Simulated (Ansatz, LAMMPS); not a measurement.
# Structural relaxation of a frame of liquid ethyl methyl carbonate from 300 K (120 atoms), part 2 of 3

Aim: bring a frame of liquid ethyl methyl carbonate from 300 K (120 atoms) to a nearby minimum of the energy and see what moves.

Ansatz 0.2.0; Kohn-Sham DFT, PBE+D4, PAW (set soft_2), plane waves.

The cell: 32 C, 24 O and 64 H. The network of contacts between molecules at the start is that of the classical potential that made the cell. The density was typed from a rule of thumb and may lie off the real one at this temperature. The Brillouin zone is sampled at Γ only, in a cell whose shortest periodic width is 11 Å.

So far. Step 3 (Single point at the start): Neighbours are counted within 1.34 Å (H-C), 1.85 Å (C-C), 1.73 Å (C-O).

### 4. Relaxation

With the cell held, the atoms are moved downhill towards a nearby minimum.

input.yaml

```yaml
crystal:
  lattice:
    - [11.10443, 0.0, 0.0]
    - [0.0, 11.10443, 0.0]
    - [0.0, 0.0, 11.10443]
  atoms:
    [... the 120 atom lines of step 3 ...]
kpoints:
  mp_grid: { grid: [1, 1, 1] }
hamiltonian:
  xc: pbe
  dispersion: d4
scf:
  occupations: { method: fixed }
output:
  forces: true
relax:
  f_tol: 0.05
  max_steps: 200
```

On the command line:

```bash
ansatz run input.yaml --threads 4 --pin off --max-ram 8192MiB --backend cpu --events-out ev --progress --plain --runs-dir out
```

Numbers of over 12 decimals in the logs are rounded to 6 here.

Output:

```text
[...]
Crystal: 120 atoms, lattice volume = 1369.269 Å³
Basis set: ecut = 420 eV, 26865 PW (Γ), exchange–correlation on 150×150×150 points (8 copies of the dense FFT grid, shifted against one another)
Bands: 288, of which v1, the nominal top of the filled ones, is band 168 counted from 1 (167 counted from 0)
Symmetry: 1 space group operations
[...]
k-points: 1
[...]
SCF iter   1: F=—  HF=-22664.182802 eV  |F-HF|=—  |Δ(HF+E_count)|=         —  Δρ=4.29e-3  dr2=2.89e-1  ethr=1.77e-3  ⟨swp⟩=5.0  Hψ=912  notcnv=0  defer=115
[...]
SCF iter   3: F=—  HF=-22664.152909 eV  |F-HF|=—  |Δ(HF+E_count)|=   6.24e-3  Δρ=1.45e-3  dr2=3.05e-2  ethr=2.03e-5  ⟨swp⟩=3.0  Hψ=343  notcnv=0  defer=46
automatic band count: iteration 3 solves 216 bands in place of 288: the levels show a gap, and the empty bands left out lie too high to hold charge; the band table lists the bands solved (type scf.n_extra_bands for more)
SCF iter   4: F=—  HF=-22664.147512 eV  |F-HF|=—  |Δ(HF+E_count)|=   5.40e-3  Δρ=3.98e-4  dr2=2.67e-3  ethr=9.08e-6  ⟨swp⟩=2.0  Hψ=383  notcnv=0  defer=46
[...]
SCF iter   7: F=-22664.147255 eV  HF=-22664.147260 eV  |F-HF|=4.77e-6  |Δ(HF+E_count)|=   2.51e-5  Δρ=2.52e-5  dr2=7.84e-6  ethr=1.86e-8  ⟨swp⟩=4.0  Hψ=694  notcnv=0
SCF 1 converged in 7 iterations: F = -22664.147255 eV  dr2 = 7.84e-6
[...]
relax step   1: F+E_penalty+E_count = -22664.14725501 eV  Δ(F+E_penalty+E_count) = +0.000e0 eV  max|allowed force component| = 3.454e0 eV/Å  Δτ_max = 0.0000 Å  (7 SCF iters, dr2 threshold 6.25e-5 eV, accepted)
[... from here on, the SCF cycles and remarks between the steps are left out ...]
relax step   2: F+E_penalty+E_count = -22667.13627612 eV  Δ(F+E_penalty+E_count) = -2.989e0 eV  max|allowed force component| = 1.733e0 eV/Å  Δτ_max = 0.1925 Å  (7 SCF iters, dr2 threshold 1.00e-4 eV, accepted)
relax step   3: F+E_penalty+E_count = -22667.74656212 eV  Δ(F+E_penalty+E_count) = -6.103e-1 eV  max|allowed force component| = 1.018e0 eV/Å  Δτ_max = 0.2000 Å  (7 SCF iters, dr2 threshold 1.00e-4 eV, accepted)
relax step   4: F+E_penalty+E_count = -22668.06396014 eV  Δ(F+E_penalty+E_count) = -3.174e-1 eV  max|allowed force component| = 3.787e-1 eV/Å  Δτ_max = 0.1939 Å  (6 SCF iters, dr2 threshold 1.00e-4 eV, accepted)
relax step   5: F+E_penalty+E_count = -22668.16236191 eV  Δ(F+E_penalty+E_count) = -9.840e-2 eV  max|allowed force component| = 3.431e-1 eV/Å  Δτ_max = 0.1685 Å  (7 SCF iters, dr2 threshold 1.98e-5 eV, accepted)
relax step   6: F+E_penalty+E_count = -22668.23177727 eV  Δ(F+E_penalty+E_count) = -6.942e-2 eV  max|allowed force component| = 4.612e-1 eV/Å  Δτ_max = 0.1949 Å  (7 SCF iters, dr2 threshold 1.63e-5 eV, accepted)
relax step   7: F+E_penalty+E_count = -22668.27703520 eV  Δ(F+E_penalty+E_count) = -4.526e-2 eV  max|allowed force component| = 6.209e-1 eV/Å  Δτ_max = 0.1903 Å  (6 SCF iters, dr2 threshold 1.00e-4 eV, accepted)
relax step   8: F+E_penalty+E_count = -22668.30975943 eV  Δ(F+E_penalty+E_count) = -3.272e-2 eV  max|allowed force component| = 5.886e-1 eV/Å  Δτ_max = 0.1690 Å  (6 SCF iters, dr2 threshold 1.00e-4 eV, accepted)
relax step   9: F+E_penalty+E_count = -22668.36236835 eV  Δ(F+E_penalty+E_count) = -5.261e-2 eV  max|allowed force component| = 2.305e-1 eV/Å  Δτ_max = 0.2000 Å  (6 SCF iters, dr2 threshold 1.00e-4 eV, accepted)
relax step  10: F+E_penalty+E_count = -22668.19085388 eV  Δ(F+E_penalty+E_count) = +1.715e-1 eV  max|allowed force component| = 6.350e-1 eV/Å  Δτ_max = 0.2000 Å  (8 SCF iters, dr2 threshold 8.15e-6 eV, rejected (line search))
relax step  11: F+E_penalty+E_count = -22668.38709230 eV  Δ(F+E_penalty+E_count) = -2.472e-2 eV  max|allowed force component| = 5.883e-2 eV/Å  Δτ_max = 0.1000 Å  (10 SCF iters, accepted)
relax step  12: F+E_penalty+E_count = -22668.39857847 eV  Δ(F+E_penalty+E_count) = -1.149e-2 eV  max|allowed force component| = 9.746e-2 eV/Å  Δτ_max = 0.0975 Å  (9 SCF iters, accepted)
relax step  13: F+E_penalty+E_count = -22668.41152056 eV  Δ(F+E_penalty+E_count) = -1.294e-2 eV  max|allowed force component| = 2.177e-1 eV/Å  Δτ_max = 0.1469 Å  (10 SCF iters, accepted)
relax step  14: F+E_penalty+E_count = -22668.41897710 eV  Δ(F+E_penalty+E_count) = -7.457e-3 eV  max|allowed force component| = 2.812e-1 eV/Å  Δτ_max = 0.1193 Å  (6 SCF iters, dr2 threshold 4.74e-5 eV, accepted)
relax step  15: F+E_penalty+E_count = -22668.42671810 eV  Δ(F+E_penalty+E_count) = -7.741e-3 eV  max|allowed force component| = 5.963e-1 eV/Å  Δτ_max = 0.1953 Å  (7 SCF iters, dr2 threshold 7.91e-5 eV, accepted)
relax step  16: F+E_penalty+E_count = -22668.44619940 eV  Δ(F+E_penalty+E_count) = -1.948e-2 eV  max|allowed force component| = 3.700e-1 eV/Å  Δτ_max = 0.0581 Å  (5 SCF iters, dr2 threshold 1.00e-4 eV, accepted)
relax step  17: F+E_penalty+E_count = -22668.41181993 eV  Δ(F+E_penalty+E_count) = +3.438e-2 eV  max|allowed force component| = 4.212e-1 eV/Å  Δτ_max = 0.2000 Å  (6 SCF iters, dr2 threshold 5.27e-5 eV, rejected (line search))
relax step  18: F+E_penalty+E_count = -22668.46878859 eV  Δ(F+E_penalty+E_count) = -2.259e-2 eV  max|allowed force component| = 6.931e-2 eV/Å  Δτ_max = 0.0993 Å  (9 SCF iters, accepted)
[...]
relax step  28: F+E_penalty+E_count = -22668.64024006 eV  Δ(F+E_penalty+E_count) = -1.003e-2 eV  max|allowed force component| = 2.358e-1 eV/Å  Δτ_max = 0.1593 Å  (7 SCF iters, dr2 threshold 1.06e-5 eV, accepted)
relax step  29: F+E_penalty+E_count = -22668.64772878 eV  Δ(F+E_penalty+E_count) = -7.489e-3 eV  max|allowed force component| = 1.882e-1 eV/Å  Δτ_max = 0.0904 Å  (5 SCF iters, dr2 threshold 5.56e-5 eV, accepted)
relax step  30: F+E_penalty+E_count = -22668.65495281 eV  Δ(F+E_penalty+E_count) = -7.224e-3 eV  max|allowed force component| = 7.639e-2 eV/Å  Δτ_max = 0.0901 Å  (6 SCF iters, dr2 threshold 2.26e-5 eV, accepted)
relax step  31: F+E_penalty+E_count = -22668.66076837 eV  Δ(F+E_penalty+E_count) = -5.816e-3 eV  max|allowed force component| = 9.429e-2 eV/Å  Δτ_max = 0.1309 Å  (9 SCF iters, accepted)
relax step  32: F+E_penalty+E_count = -22668.66396943 eV  Δ(F+E_penalty+E_count) = -3.201e-3 eV  max|allowed force component| = 1.040e-1 eV/Å  Δτ_max = 0.1366 Å  (10 SCF iters, accepted)
relax step  33: F+E_penalty+E_count = -22668.66568916 eV  Δ(F+E_penalty+E_count) = -1.720e-3 eV  max|allowed force component| = 7.787e-2 eV/Å  Δτ_max = 0.0304 Å  (6 SCF iters, dr2 threshold 1.08e-5 eV, accepted)
relax step  34: F+E_penalty+E_count = -22668.66883921 eV  Δ(F+E_penalty+E_count) = -3.150e-3 eV  max|allowed force component| = 3.587e-2 eV/Å  Δτ_max = 0.0926 Å  (7 SCF iters, dr2 threshold 3.40e-6 eV, accepted)
relax step  35: F+E_penalty+E_count = -22668.66883956 eV  Δ(F+E_penalty+E_count) = -3.515e-7 eV  max|allowed force component| = 3.579e-2 eV/Å  Δτ_max = 0.0000 Å  (4 SCF iters, accepted)
relax step  36: F+E_penalty+E_count = -22668.67043243 eV  Δ(F+E_penalty+E_count) = -1.593e-3 eV  max|allowed force component| = 6.835e-2 eV/Å  Δτ_max = 0.1057 Å  (10 SCF iters, accepted)
relax step  37: F+E_penalty+E_count = -22668.67137766 eV  Δ(F+E_penalty+E_count) = -9.452e-4 eV  max|allowed force component| = 8.661e-2 eV/Å  Δτ_max = 0.1066 Å  (7 SCF iters, dr2 threshold 4.65e-6 eV, accepted)
relax step  38: F+E_penalty+E_count = -22668.67318981 eV  Δ(F+E_penalty+E_count) = -1.812e-3 eV  max|allowed force component| = 9.995e-2 eV/Å  Δτ_max = 0.0465 Å  (7 SCF iters, dr2 threshold 7.50e-6 eV, accepted)
relax step  39: F+E_penalty+E_count = -22668.67596488 eV  Δ(F+E_penalty+E_count) = -2.775e-3 eV  max|allowed force component| = 6.178e-2 eV/Å  Δτ_max = 0.0499 Å  (7 SCF iters, dr2 threshold 9.99e-6 eV, accepted)
relax step  40: F+E_penalty+E_count = -22668.67896066 eV  Δ(F+E_penalty+E_count) = -2.996e-3 eV  max|allowed force component| = 5.130e-2 eV/Å  Δτ_max = 0.0892 Å  (10 SCF iters, accepted)
relax step  41: F+E_penalty+E_count = -22668.68106300 eV  Δ(F+E_penalty+E_count) = -2.102e-3 eV  max|allowed force component| = 1.025e-1 eV/Å  Δτ_max = 0.1578 Å  (10 SCF iters, accepted)
relax step  42: F+E_penalty+E_count = -22668.68268206 eV  Δ(F+E_penalty+E_count) = -1.619e-3 eV  max|allowed force component| = 7.540e-2 eV/Å  Δτ_max = 0.0231 Å  (5 SCF iters, dr2 threshold 7.24e-6 eV, accepted)
relax step  43: F+E_penalty+E_count = -22668.68609325 eV  Δ(F+E_penalty+E_count) = -3.411e-3 eV  max|allowed force component| = 6.461e-2 eV/Å  Δτ_max = 0.0973 Å  (7 SCF iters, dr2 threshold 3.08e-6 eV, accepted)
relax step  44: F+E_penalty+E_count = -22668.68864813 eV  Δ(F+E_penalty+E_count) = -2.555e-3 eV  max|allowed force component| = 1.564e-1 eV/Å  Δτ_max = 0.1967 Å  (10 SCF iters, accepted)
relax step  45: F+E_penalty+E_count = -22668.69095715 eV  Δ(F+E_penalty+E_count) = -2.309e-3 eV  max|allowed force component| = 8.523e-2 eV/Å  Δτ_max = 0.0243 Å  (5 SCF iters, dr2 threshold 1.80e-5 eV, accepted)
relax step  46: F+E_penalty+E_count = -22668.69234723 eV  Δ(F+E_penalty+E_count) = -1.390e-3 eV  max|allowed force component| = 3.952e-2 eV/Å  Δτ_max = 0.0133 Å  (8 SCF iters, accepted)
relax step  47: F+E_penalty+E_count = -22668.69529923 eV  Δ(F+E_penalty+E_count) = -2.952e-3 eV  max|allowed force component| = 4.620e-2 eV/Å  Δτ_max = 0.0994 Å  (10 SCF iters, accepted)
relax step  48: F+E_penalty+E_count = -22668.69725852 eV  Δ(F+E_penalty+E_count) = -1.959e-3 eV  max|allowed force component| = 9.448e-2 eV/Å  Δτ_max = 0.1751 Å  (10 SCF iters, accepted)
relax step  49: F+E_penalty+E_count = -22668.69831591 eV  Δ(F+E_penalty+E_count) = -1.057e-3 eV  max|allowed force component| = 5.286e-2 eV/Å  Δτ_max = 0.0168 Å  (5 SCF iters, dr2 threshold 8.93e-6 eV, accepted)
relax step  50: F+E_penalty+E_count = -22668.70000215 eV  Δ(F+E_penalty+E_count) = -1.686e-3 eV  max|allowed force component| = 2.767e-2 eV/Å  Δτ_max = 0.1019 Å  (9 SCF iters, accepted)
SCF converged after 9 iterations
Free energy (F): -22668.700002 eV
[...]
Internal energy: -22668.700002 eV  (E = F + TS)
E sigma→0 (E₀):  -22668.700002 eV
Fermi energy:    -2.149086 eV
[...]
--- Forces (eV/Å), atoms counted from 1 ---
  atom   1  C      0.00166611     0.00665696    -0.00431026
  atom   2  C     -0.00103818    -0.01140127     0.00747268
  atom   3  O      0.00527613    -0.00709421    -0.01048042
  atom   4  C     -0.00443755     0.02283334     0.01840387
  atom   5  O      0.00347295    -0.00711315    -0.00458579
  atom   6  O      0.00142202    -0.00625272    -0.00746572
  atom   7  C      0.00040273    -0.00155270     0.00088246
  atom   8  H     -0.00127783     0.00154096     0.00088018
  atom   9  H     -0.00389317    -0.00268557     0.00136072
  atom  10  H      0.00092435    -0.00065243     0.00130283
  atom  11  H      0.00048591     0.00035637    -0.00057840
  atom  12  H     -0.00061765     0.00226848    -0.00030794
  atom  13  H     -0.00205924     0.00204192    -0.00173860
  atom  14  H     -0.00038475    -0.00053636    -0.00059222
[...]
atom 119  H     -0.00311237    -0.00247405    -0.00019783
  atom 120  H     -0.00121355     0.00198684     0.00102423
  max |Σ_I F_I| component: 1.44e-4 eV/Å
--- Relaxed structure (50 steps of the walk, 48 accepted, 0 SCFs on fresh bases) ---
  F+E_penalty+E_count = -22668.70000215 eV   max|allowed force component| = 2.767e-2 eV/Å
  atoms:
    - { symbol: C, position: [0.808561, 0.378331, 0.747461] }
    - { symbol: C, position: [0.816460, 0.260042, 0.814432] }
    - { symbol: O, position: [0.697587, 0.204195, 0.824576] }
    - { symbol: C, position: [0.642673, 0.213155, 0.931322] }
[...]
- { symbol: H, position: [0.747114, 0.758498, 0.355442] }
```

Wall time 9.6 min (4 threads of Intel Xeon Platinum 8175M at 2.50GHz (Skylake/Cascade Lake), shared host); peak memory 1.3 GiB.

Step by step (22 of 50):

```csv
step,energy less that of the first step (eV),largest force component (eV/Å)
1,0.0000,3.4537
3,-3.5993,1.0184
6,-4.0845,0.4612
8,-4.1625,0.5886
10,-4.0436,0.6350
13,-4.2643,0.2177
15,-4.2795,0.5963
17,-4.2646,0.4212
20,-4.3527,0.4701
22,-4.3867,0.2749
24,-4.4334,0.4748
27,-4.4830,0.2254
29,-4.5005,0.1882
31,-4.5135,0.0943
34,-4.5216,0.0359
36,-4.5232,0.0683
38,-4.5259,0.0999
41,-4.5338,0.1025
43,-4.5388,0.0646
45,-4.5437,0.0852
48,-4.5500,0.0945
50,-4.5527,0.0277
```

Relaxation steps 10, 17 were tried and not accepted.

The atoms that moved most (Å):

```csv
atom,dx,dy,dz,length
O50,1.888,0.522,-0.664,2.069
H58,1.012,1.595,-0.596,1.981
H57,1.526,1.084,-0.589,1.963
H59,1.865,-0.308,0.015,1.891
H115,-1.666,-0.336,0.794,1.876
H84,1.239,-1.344,0.246,1.844
H56,1.775,-0.351,0.057,1.810
H117,-0.869,1.058,1.100,1.756
```

The relaxation changed the energy by -37.9 meV/atom, and atoms moved by 1.1 Å r.m.s., 2.1 Å at most.

### 5. Local order after relaxation

Bonds before and after, by the cutoffs listed below:

```csv
pair,bonds before,bonds after,mean before (Å),mean after (Å),spread before (Å),spread after (Å)
H-C,64,64,1.097,1.097,0.028,0.002
C-C,8,8,1.513,1.512,0.024,0.002
C-O,40,40,1.356,1.362,0.080,0.087
```

Density 1.01 g/cm³, 11.41 Å³ an atom.

Pair distribution functions g(r), in bins of 0.2 Å:

```csv
r (Å),total,H-H,H-C,H-O,C-C,C-O,O-O
1.00,4.12,0.00,14.50,0.00,0.00,0.00,0.00
1.20,0.46,0.00,0.21,0.00,0.00,3.78,0.00
1.40,1.26,0.00,0.00,0.00,0.00,11.80,0.00
1.60,0.26,0.00,0.00,0.00,3.66,0.00,0.00
1.80,1.33,4.70,0.00,0.00,0.00,0.00,0.00
2.00,0.65,0.00,0.00,3.02,0.00,0.00,0.00
2.20,1.09,0.00,2.27,0.38,0.00,0.00,9.05
2.40,0.58,0.36,0.09,0.61,3.05,0.97,0.00
2.60,1.22,1.69,0.89,1.74,0.00,1.09,0.00
2.80,0.62,0.68,0.17,1.51,0.00,0.47,0.00
3.00,0.62,1.35,0.32,0.68,0.00,0.00,0.00
3.20,0.73,0.86,1.08,0.54,0.32,0.27,0.18
3.40,0.79,0.52,0.97,0.96,0.10,1.23,0.66
3.60,0.86,0.73,0.93,0.57,0.56,1.94,0.58
3.80,1.05,0.86,1.09,1.69,0.52,0.75,0.52
4.00,1.08,0.89,1.10,1.23,1.57,0.90,1.06
4.20,1.09,0.97,1.10,1.25,1.26,1.00,0.96
4.40,1.11,1.13,1.04,1.08,1.64,0.91,1.17
4.60,1.11,0.98,1.13,1.25,1.55,1.04,0.62
4.80,1.17,1.25,1.14,0.94,1.73,1.09,1.23
5.00,1.13,1.14,1.46,0.84,0.89,1.10,0.84
5.20,1.13,1.17,1.02,0.97,1.61,1.23,1.33
5.40,1.02,1.11,1.01,0.94,1.05,1.02,0.92
```

Bonds by pair of elements; cutoffs follow the first minimum of g(r), held within bounds set by covalent radii, and pairs that aren't listed don't count as bonded:

```csv
pair A-B,cutoff (Å),bonds,mean length (Å),spread (Å),shortest (Å),B about A,A about B
H-C,1.34,64,1.10,0.002,1.09,1,2
C-C,1.85,8,1.51,0.002,1.51,0.5,0.5
C-O,1.73,40,1.36,0.087,1.22,1.25,1.67
```

How many atoms have how many bonded neighbours:

```csv
element,mean,1,2,3,4
C,3.75,0,0,8,24
H,1,64,0,0,0
O,1.67,8,16,0,0
```

Bond angles, per cent of each kind in bins of 5°:

```csv
angle (°),H-C-H,C-C-H,H-C-O,O-C-O,C-O-C
100–105,0.0,0.0,15.0,0.0,0.0
105–110,71.4,20.0,50.0,33.3,0.0
110–115,28.6,80.0,35.0,0.0,68.8
115–120,0.0,0.0,0.0,0.0,31.2
120–125,0.0,0.0,0.0,0.0,0.0
125–130,0.0,0.0,0.0,66.7,0.0
```

Bond angles (no mean is given where the spread exceeds 20°):

```csv
angle,count,mean (°),spread (°)
H-C-H,56,109,1
C-C-H,40,111,1
H-C-O,40,108,2.4
O-C-O,24,120,8.8
C-O-C,16,115,0.7
```

Bond length by coordination (bonds to H left out):

```csv
element,coordination,atoms,mean bond length (Å)
C,3,8,1.30
C,4,24,1.48
O,1,8,1.22
O,2,16,1.40
```

Counting bonds as in the table, 75 % of C atoms have 4, all H atoms have 1 and 67 % of O atoms have 2 bonded neighbours. The H-C-H angle averages 109° with a spread of 1.0°.

[end of part 2 of 3]

[Logs are printed without paths, hosts, clocks, repeated set-up lines and the standing remarks that a program may print on its own settings, such as how far it seeks lower states.]

[Hosts, paths, dates, database ids (printed as entryN), source tags and the programs' standing remarks are cut or masked in the printed files.]
